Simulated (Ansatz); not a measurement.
**Changed inputs in constrained RPA: MnTlCl3 (Pm-3m)**

Wanted: the sensitivity and cost of U and J for MnTlCl3 (Pm-3m).

Main program and level: Ansatz 0.2.0; constrained RPA on LDA, plane waves, PAW.

## (1) The structure

Symmetry: Pm-3m, No. 221, cubic system. The conventional cell has a = 5.069 Å, b = 5.069 Å, c = 5.069 Å, α = 90.00°, β = 90.00°, γ = 90.00°. Nearest to Mn lie 6 Cl at 2.53 Å. Nearest to Tl lie 12 Cl at 3.58 Å. Nearest to Cl lie 2 Mn at 2.53 Å. Farther neighbours and most contacts between anions are not listed.

As a file:

```cif
data_structure
_symmetry_space_group_name_H-M 'Pm-3m'
_symmetry_Int_Tables_number 221
_cell_length_a 5.0693
_cell_length_b 5.0693
_cell_length_c 5.0693
_cell_angle_alpha 90.000
_cell_angle_beta 90.000
_cell_angle_gamma 90.000
_cell_volume 130.27
loop_
_atom_site_label
_atom_site_type_symbol
_atom_site_symmetry_multiplicity
_atom_site_Wyckoff_symbol
_atom_site_fract_x
_atom_site_fract_y
_atom_site_fract_z
_atom_site_occupancy
Mn1 Mn 1 b 0.50000 0.50000 0.50000 1
Tl1 Tl 1 a 0.00000 0.00000 0.00000 1
Cl1 Cl 3 c 0.00000 0.50000 0.50000 1
```

The cell and positions are those that the Materials Project relaxed with its own functionals (PBE, PBE+U or r2SCAN), kept fixed. Spin-orbit coupling is left out unless a step names it. The default PAW set here is soft_2. Its files were made with PBE.

## (2) Base: Mn d, bands v3 to c2, 4×4×4 mesh, medium accuracy

Constrained RPA screens the interaction with every transition except those inside the target bands, which a later many-body model would treat itself.

File input.yaml:

```yaml
crystal:
  lattice:
    - [-5.069273, 0.0, 0.0]
    - [0.0, -5.069273, 0.0]
    - [0.0, 0.0, 5.069273]
  atoms:
    - { symbol: Mn, position: [0.5, 0.5, 0.5] }
    - { symbol: Tl, position: [0.0, 0.0, 0.0] }
    - { symbol: Cl, position: [0.0, 0.5, 0.5] }
    - { symbol: Cl, position: [0.5, 0.5, 0.0] }
    - { symbol: Cl, position: [0.5, 0.0, 0.5] }
kpoints:
  mp_grid: { grid: [4, 4, 4] }
hamiltonian:
  xc: lda
scf:
  occupations: { method: gaussian, width: 0.08 }
  n_extra_bands: 19
  max_iter: 150
output:
  crpa:
    kmesh: [4, 4, 4]
    target_bands: [v3, c2]
    projections: [{ species: Mn, l: d, shell: 3 }]
  local_orbitals:
    kmesh: [8, 8, 8]
    orbitals: [{ species: Mn, l: d, shell: 3 }]
    window: { bands: [v3, c2] }
    seedname: lo
```

Launch:

```sh
$ ansatz run input.yaml --threads 4 --pin off --max-ram 9216MiB --backend cpu --events-out ev --progress --plain --runs-dir out
```

Numbers of over 12 decimals in the logs are rounded to 6 here.

Log:

```text
scf.n_extra_bands = 19 over 25 filled bands (N_el = 49.0): the run solves 44 bands
Engine: ansatz 0.2.0, aarch64-unknown-linux-gnu
Pseudopotentials: kind: paw
Pseudopotential: Mn, paw, valence charge 15, recommended cutoff 420 eV (normal), Mn.paw.azcp
Pseudopotential: Tl, paw, valence charge 13, recommended cutoff 420 eV (normal), Tl.paw.azcp
Pseudopotential: Cl, paw, valence charge 7, recommended cutoff 420 eV (normal), Cl.paw.azcp
Functional definition: SPW92
  exchange = slater_x
  correlation = pw_c
Crystal: 5 atoms, lattice volume = 130.268 Å³
Basis set: ecut = 420 eV, 2517 PW (Γ)
Bands: 44, of which v1, the nominal top of the filled ones, is band 25 counted from 1 (24 counted from 0)
Symmetry: 48 space group operations
Space group: Pm-3m (ITA 221), of the structure as read, at distance tolerance 5.1e-5 Å
k-points: 10 of 64
Non-local potential: Mn, projectors of the file, l = 0: 3, l = 1: 2, l = 2: 3, l = 3: 1
Non-local potential: Tl, projectors of the file, l = 0: 2, l = 1: 2, l = 2: 2, l = 3: 1
Non-local potential: Cl, projectors of the file, l = 0: 2, l = 1: 2, l = 2: 2
PAW form: soft (Blöchl's): semilocal exchange-correlation on the pseudo side does not see the compensation charge
PAW frozen core: Mn, regenerated for the run's functional, and the local potential with it (the file was generated under x = pbe(κ = 0.804, μ = 0.219515), c = pbe(β = 0.066725))
PAW frozen core: Tl, regenerated for the run's functional, and the local potential with it (the file was generated under x = pbe(κ = 0.804, μ = 0.219515), c = pbe(β = 0.066725))
PAW frozen core: Cl, regenerated for the run's functional, and the local potential with it (the file was generated under x = pbe(κ = 0.804, μ = 0.219515), c = pbe(β = 0.066725))
PAW one-centre angular grid: Mn, 590 points (default); XC on 64 Gauss nodes
PAW one-centre angular grid: Tl, 590 points (default); XC on 64 Gauss nodes
PAW one-centre angular grid: Cl, 110 points (default); XC on 64 Gauss nodes
Initial density: superposition of atomic densities (neutral atoms: chi_scale 0, normalization atom), corrected by the library's trained network
Initial wavefunctions: pseudopotential atomic-orbital guess
Functional: x = slater, c = lda
SCF iter   1: F=—  HF=-18121.566098 eV  |F-HF|=—  |Δ(HF+E_count)|=         —  Δρ=2.44e-2  dr2=1.90e-1  ethr=1.77e-3  ⟨swp⟩=5.6  Hψ=1833  notcnv=0  defer=71
preconditioner: auto → LDOS  [metal: Δε(μ)=0.082 eV  Ē_g=13.973 eV  σ=0.080 eV  W_gap=0.47  n_scr=26 (ndim 8)  ℏωp=20.8 eV  f_vac=0.022  D(μ)=12.91/eV (n_scr^D=170)  β→1.0]
SCF iter   2: F=—  HF=-18121.503356 eV  |F-HF|=—  |Δ(HF+E_count)|=   6.27e-2  Δρ=5.55e-3  dr2=1.36e-2  ethr=3.88e-4  ⟨swp⟩=3.0  Hψ=825  notcnv=0  defer=129
[...]
NSCF: frozen V_eff on 38 k-points
NSCF: frozen V_eff on 10 k-points
[...]
cRPA screening: q 1/64
cRPA screening: q 2/64
cRPA screening: q 8/64 (q-point 3)
cRPA screening: q 11/64 (q-point 6)
cRPA screening: q 23/64 (q-point 7)
cRPA screening: q 35/64 (q-point 11)
cRPA screening: q 38/64 (q-point 22)
cRPA screening: q 46/64 (q-point 23)
cRPA screening: q 58/64 (q-point 27)
cRPA screening: q 64/64 (q-point 43)
SCF converged after 9 iterations
Free energy (F): -18121.497833 eV
Harris-Foulkes:  -18121.497833 eV  (|F-HF|=2.58e-10)
Internal energy: -18121.452643 eV  (E = F + TS)
E sigma→0 (E₀):  -18121.475238 eV
Entropy (-TS):   -0.045189 eV (-9.038 meV/atom)
Fermi energy:    5.165994 eV
--- Per-component energies (eV) ---
  E_band       = -466.405330
  E_kinetic    = 1110.195075
  E_local      = -4677.339858  (includes V_loc(G=0)·N_el)
  E_nonlocal   = 664.397166
  E_hartree    = 1825.045965
  E_xc         = -652.466252
  E_vxc        = -643.170237  (∫ρ·V_xc dr)
  E_paw        = -12986.977220  (= ΣΔE_a)
  E_vpaw       = -570.578601  (= ΣTr[D̂ρ^β])
  E_aug_tail   = 0.000320  (compensation charges beyond the density's cutoff)
  E_ewald      = -3405.121705
  E_core_change = 0.813867  (= ΣΔE_core)
  E_smearing   = -0.045189  (= −TS)
  E_closure    = 0.000000  (closes the sum)
  Σ components = -18121.497833   (vs F -18121.497833, Δ=0.00e0)
--- Band table (eV; the first three rows and the last of 10) ---
  k-point 0: bands = [... 21 lower, 2.4950, 4.6265, 4.6265, 4.6265, 4.8948, 4.8948, 7.6021, 9.5224, ... 15 higher]
  k-point 1: bands = [... 21 lower, 2.4757, 4.6305, 4.8953, 4.9204, 4.9204, 5.3022, 7.9785, 8.6412, ... 15 higher]
  k-point 2: bands = [... 21 lower, 2.7948, 4.6345, 4.8958, 5.1674, 5.1674, 5.4902, 7.0408, 8.7184, ... 15 higher]
  k-point 9: bands = [... 21 lower, 3.0264, 5.3000, 5.3000, 5.3000, 6.8398, 6.8398, 9.2323, 9.2323, ... 15 higher]
--- cRPA (band scheme, projected local orbitals): target bands 23..27 (1-based), 5 Wannier function(s), 4×4×4 mesh, 54 bands' worth read of 59 solved, ecut_chi 136.0 eV, v(q+G=0) probe_charge, pair densities all_electron ---
  bands read: the sum over 54 bands ends inside a degenerate multiplet in 10 slots, whose members it reads at an even weight; the widest, k=0: bands 54 to 56 (counted from 1) at 1/3 each
  χ-basis size per q: N_G = 460..480
  window electrons = 5.0000, filled by tetrahedron_uncorrected; constrained ε̄⁻¹(q = 0, 0) head = 0.250361; min gauge Gram eig = 0.6839
  Kanamori averages over each shell's own Wannier functions (sites counted from 0, functions from 1):
    Site 0, 3D, 5 of 5 d orbitals (Wannier functions 1, 2, 3, 4, 5; wannier90's mr 1, 2, 3, 4, 5):
      screened: U = 4.2867 eV, U' = 3.3082 eV, J = 0.4847 eV
      screened d-shell averages: U_bar = F0 = 3.5039 eV, J_bar = 0.6804 eV
      screened, to within: U = 7.8e-3 eV, U' = 7.8e-3 eV, J = 7.6e-4 eV
      screened d-shell averages, to within: U_bar = 6.6e-3 eV, J_bar = 1.1e-3 eV
      bare: V = 18.5011 eV, V' = 17.2329 eV, J = 0.6164 eV
      bare d-shell averages: V_bar = F0 = 17.4866 eV, J_bar = 0.8700 eV
  Hermiticity witness max|P − P†| over intra, direct and exchange elements: 1.78e-14 eV (screened), 5.13e-19 eV (bare)
  Reality witness max|Im| over intra, direct and exchange elements: 1.16e-18 eV (screened), 6.20e-18 eV (bare)
```

It took 3.6 min on 4 threads of Arm Neoverse V1, shared host; peak memory 0.84 GiB; 13 min of CPU time.

This step gave:

| Quantity | Value |
| --- | --- |
| U | 4.287 eV |
| U prime (inter-orbital) | 3.308 eV |
| J | 0.4847 eV |
| bare V | 18.50 eV |
| bare J | 0.6164 eV |
| stated bound on U | 0.007736 eV |
| U over bare V | 0.2317 |
| electrons in the window | 5.000 |
| head of the constrained inverse dielectric matrix | 0.2504 |
| least eigenvalue of the projection's overlap | 0.6839 |
| target functions | 5 |
| bands in the sums | 54 |
| r.m.s. miss of the model bands | 8.59e-5 eV |
| width of the target bands | 2.213 eV |
| weight of the projected orbitals in the window | 0.8749 |

On the Mn d shell, screening brings the on-site interaction from 18.5 eV down to U = 4.29 eV.

## (3) Changed: 2×2×2 mesh

Edit input.yaml of step 2 so:

```diff
@@ -21,9 +21,4 @@
   crpa:
-    kmesh: [4, 4, 4]
+    kmesh: [2, 2, 2]
     target_bands: [v3, c2]
     projections: [{ species: Mn, l: d, shell: 3 }]
-  local_orbitals:
-    kmesh: [8, 8, 8]
-    orbitals: [{ species: Mn, l: d, shell: 3 }]
-    window: { bands: [v3, c2] }
-    seedname: lo
```

Log:

```text
[...]
Crystal: 5 atoms, lattice volume = 130.268 Å³
Basis set: ecut = 420 eV, 2517 PW (Γ)
Bands: 44, of which v1, the nominal top of the filled ones, is band 25 counted from 1 (24 counted from 0)
Symmetry: 48 space group operations
[...]
k-points: 10 of 64
[...]
SCF iter   1: F=—  HF=-18121.566098 eV  |F-HF|=—  |Δ(HF+E_count)|=         —  Δρ=2.44e-2  dr2=1.90e-1  ethr=1.77e-3  ⟨swp⟩=5.6  Hψ=1833  notcnv=0  defer=71
[...]
SCF iter   9: F=-18121.497833 eV  HF=-18121.497833 eV  |F-HF|=2.58e-10  |Δ(HF+E_count)|=   6.29e-8  Δρ=1.13e-6  dr2=9.08e-10  ethr=2.04e-10  ⟨swp⟩=10.2  Hψ=2115  notcnv=0
SCF 1 converged in 9 iterations: F = -18121.497833 eV  dr2 = 9.08e-10
[...]
NSCF: frozen V_eff on 4 k-points
[...]
cRPA screening: q 1/8
cRPA screening: q 2/8
cRPA screening: q 5/8 (q-point 4)
cRPA screening: q 8/8
SCF converged after 9 iterations
Free energy (F): -18121.497833 eV
[...]
Internal energy: -18121.452643 eV  (E = F + TS)
E sigma→0 (E₀):  -18121.475238 eV
Entropy (-TS):   -0.045189 eV (-9.038 meV/atom)
Fermi energy:    5.165994 eV
[...]
--- Band table (eV; the first three rows and the last of 10) ---
  k-point 0: bands = [... 21 lower, 2.4950, 4.6265, 4.6265, 4.6265, 4.8948, 4.8948, 7.6021, 9.5224, ... 15 higher]
  k-point 1: bands = [... 21 lower, 2.4757, 4.6305, 4.8953, 4.9204, 4.9204, 5.3022, 7.9785, 8.6412, ... 15 higher]
  k-point 2: bands = [... 21 lower, 2.7948, 4.6345, 4.8958, 5.1674, 5.1674, 5.4902, 7.0408, 8.7184, ... 15 higher]
  k-point 9: bands = [... 21 lower, 3.0264, 5.3000, 5.3000, 5.3000, 6.8398, 6.8398, 9.2323, 9.2323, ... 15 higher]
[...]
χ-basis size per q: N_G = 461..480
[...]
screened: U = 4.7478 eV, U' = 3.7333 eV, J = 0.4990 eV
      screened d-shell averages: U_bar = F0 = 3.9362 eV, J_bar = 0.7019 eV
      screened, to within: U = 1.7e-2 eV, U' = 1.7e-2 eV, J = 9.1e-4 eV
      screened d-shell averages, to within: U_bar = 1.5e-2 eV, J_bar = 1.3e-3 eV
      bare: V = 18.9512 eV, V' = 17.6596 eV, J = 0.6315 eV
      bare d-shell averages: V_bar = F0 = 17.9179 eV, J_bar = 0.8898 eV
[...]
```

Run time: 18 s. Hardware: 4 threads; peak memory 0.66 GiB; 65 s of CPU time.

Numbers from this step:

| Property | Result |
| --- | --- |
| U | 4.748 eV |
| U prime (inter-orbital) | 3.733 eV |
| J | 0.4990 eV |
| bare V | 18.95 eV |
| bare J | 0.6315 eV |
| stated bound on U | 0.01627 eV |
| U over bare V | 0.2505 |
| electrons in the window | 5.000 |
| head of the constrained inverse dielectric matrix | 0.2319 |
| least eigenvalue of the projection's overlap | 0.6839 |
| target functions | 5 |
| bands in the sums | 54 |
| width of the target bands | 2.213 eV |
| weight of the projected orbitals in the window | 0.8749 |

On the Mn d shell, screening brings the on-site interaction from 19.0 eV down to U = 4.75 eV.

## (4) Changed: sums over states

Edit input.yaml of step 3 so:

```diff
@@ -21,4 +21,7 @@
   crpa:
-    kmesh: [2, 2, 2]
+    kmesh: [4, 4, 4]
     target_bands: [v3, c2]
     projections: [{ species: Mn, l: d, shell: 3 }]
+    accuracy: sum_over_states
+    n_empty_bands: 50
+    ecut_chi: 250
```

Log:

```text
[...]
Crystal: 5 atoms, lattice volume = 130.268 Å³
Basis set: ecut = 420 eV, 2517 PW (Γ)
Bands: 44, of which v1, the nominal top of the filled ones, is band 25 counted from 1 (24 counted from 0)
Symmetry: 48 space group operations
[...]
k-points: 10 of 64
[...]
χ-basis size per q: N_G = 1088..1189
[...]
U and J over all bands: no bound (output.crpa.accuracy: sum_over_states); those below are of the sums over the bands read on the sphere of ecut_chi, with what the atoms add
[...]
screened: U = 4.4756 eV, U' = 3.4000 eV, J = 0.5303 eV
      screened d-shell averages: U_bar = F0 = 3.6151 eV, J_bar = 0.7455 eV
      bare: V = 18.5011 eV, V' = 17.2329 eV, J = 0.6164 eV
      bare d-shell averages: V_bar = F0 = 17.4866 eV, J_bar = 0.8700 eV
[...]
[key lines of the parts left out:]
SCF converged after 9 iterations
Free energy (F): -18121.497833 eV
Fermi energy:    5.165994 eV
```

It took 26 s on 4 threads; peak memory 0.75 GiB.

This variant gives U = 4.48 eV against 4.29 eV. It is a finite sum over empty states with no bound on its error and stays out of the table below.

## (5) Changed: sums over states on smooth products

Edit input.yaml of step 4 so:

```diff
@@ -25,3 +25,4 @@
     accuracy: sum_over_states
+    pair_densities: pseudo
     n_empty_bands: 50
-    ecut_chi: 250
+    ecut_chi: 136
```

Log:

```text
[...]
Crystal: 5 atoms, lattice volume = 130.268 Å³
Basis set: ecut = 420 eV, 2517 PW (Γ)
Bands: 44, of which v1, the nominal top of the filled ones, is band 25 counted from 1 (24 counted from 0)
Symmetry: 48 space group operations
[...]
k-points: 10 of 64
[...]
k-point 9: bands = [... 21 lower, 3.0264, 5.3000, 5.3000, 5.3000, 6.8398, 6.8398, 9.2323, 9.2323, ... 15 higher]
[...]
χ-basis size per q: N_G = 460..480
[...]
screened: U = 4.6737 eV, U' = 3.4821 eV, J = 0.5852 eV
      screened d-shell averages: U_bar = F0 = 3.7204 eV, J_bar = 0.8236 eV
      bare: V = 18.5011 eV, V' = 17.2329 eV, J = 0.6164 eV
      bare d-shell averages: V_bar = F0 = 17.4866 eV, J_bar = 0.8700 eV
[...]
[key lines of the parts left out:]
SCF converged after 9 iterations
Free energy (F): -18121.497833 eV
Fermi energy:    5.165994 eV
```

Run time: 12 s. Hardware: 4 threads; peak memory 0.63 GiB.

This variant gives U = 4.67 eV against 4.29 eV. It is a finite sum over empty states with no bound on its error and stays out of the table below.

(Continued in part 2 of 2.)

[Paths, hosts, dates, memory and timing lines, banners, echoed tables and standing remarks are left out of the program output.]

[Logs are printed without paths, hosts, clocks, repeated set-up lines and the standing remarks that a program may print on its own settings, such as how far it seeks lower states.]

[Runs of the session that timed out or met a known fault of the program may be left out.]

[Hosts, paths, dates, database ids (printed as entryN), source tags and the programs' standing remarks are cut or masked in the printed files.]
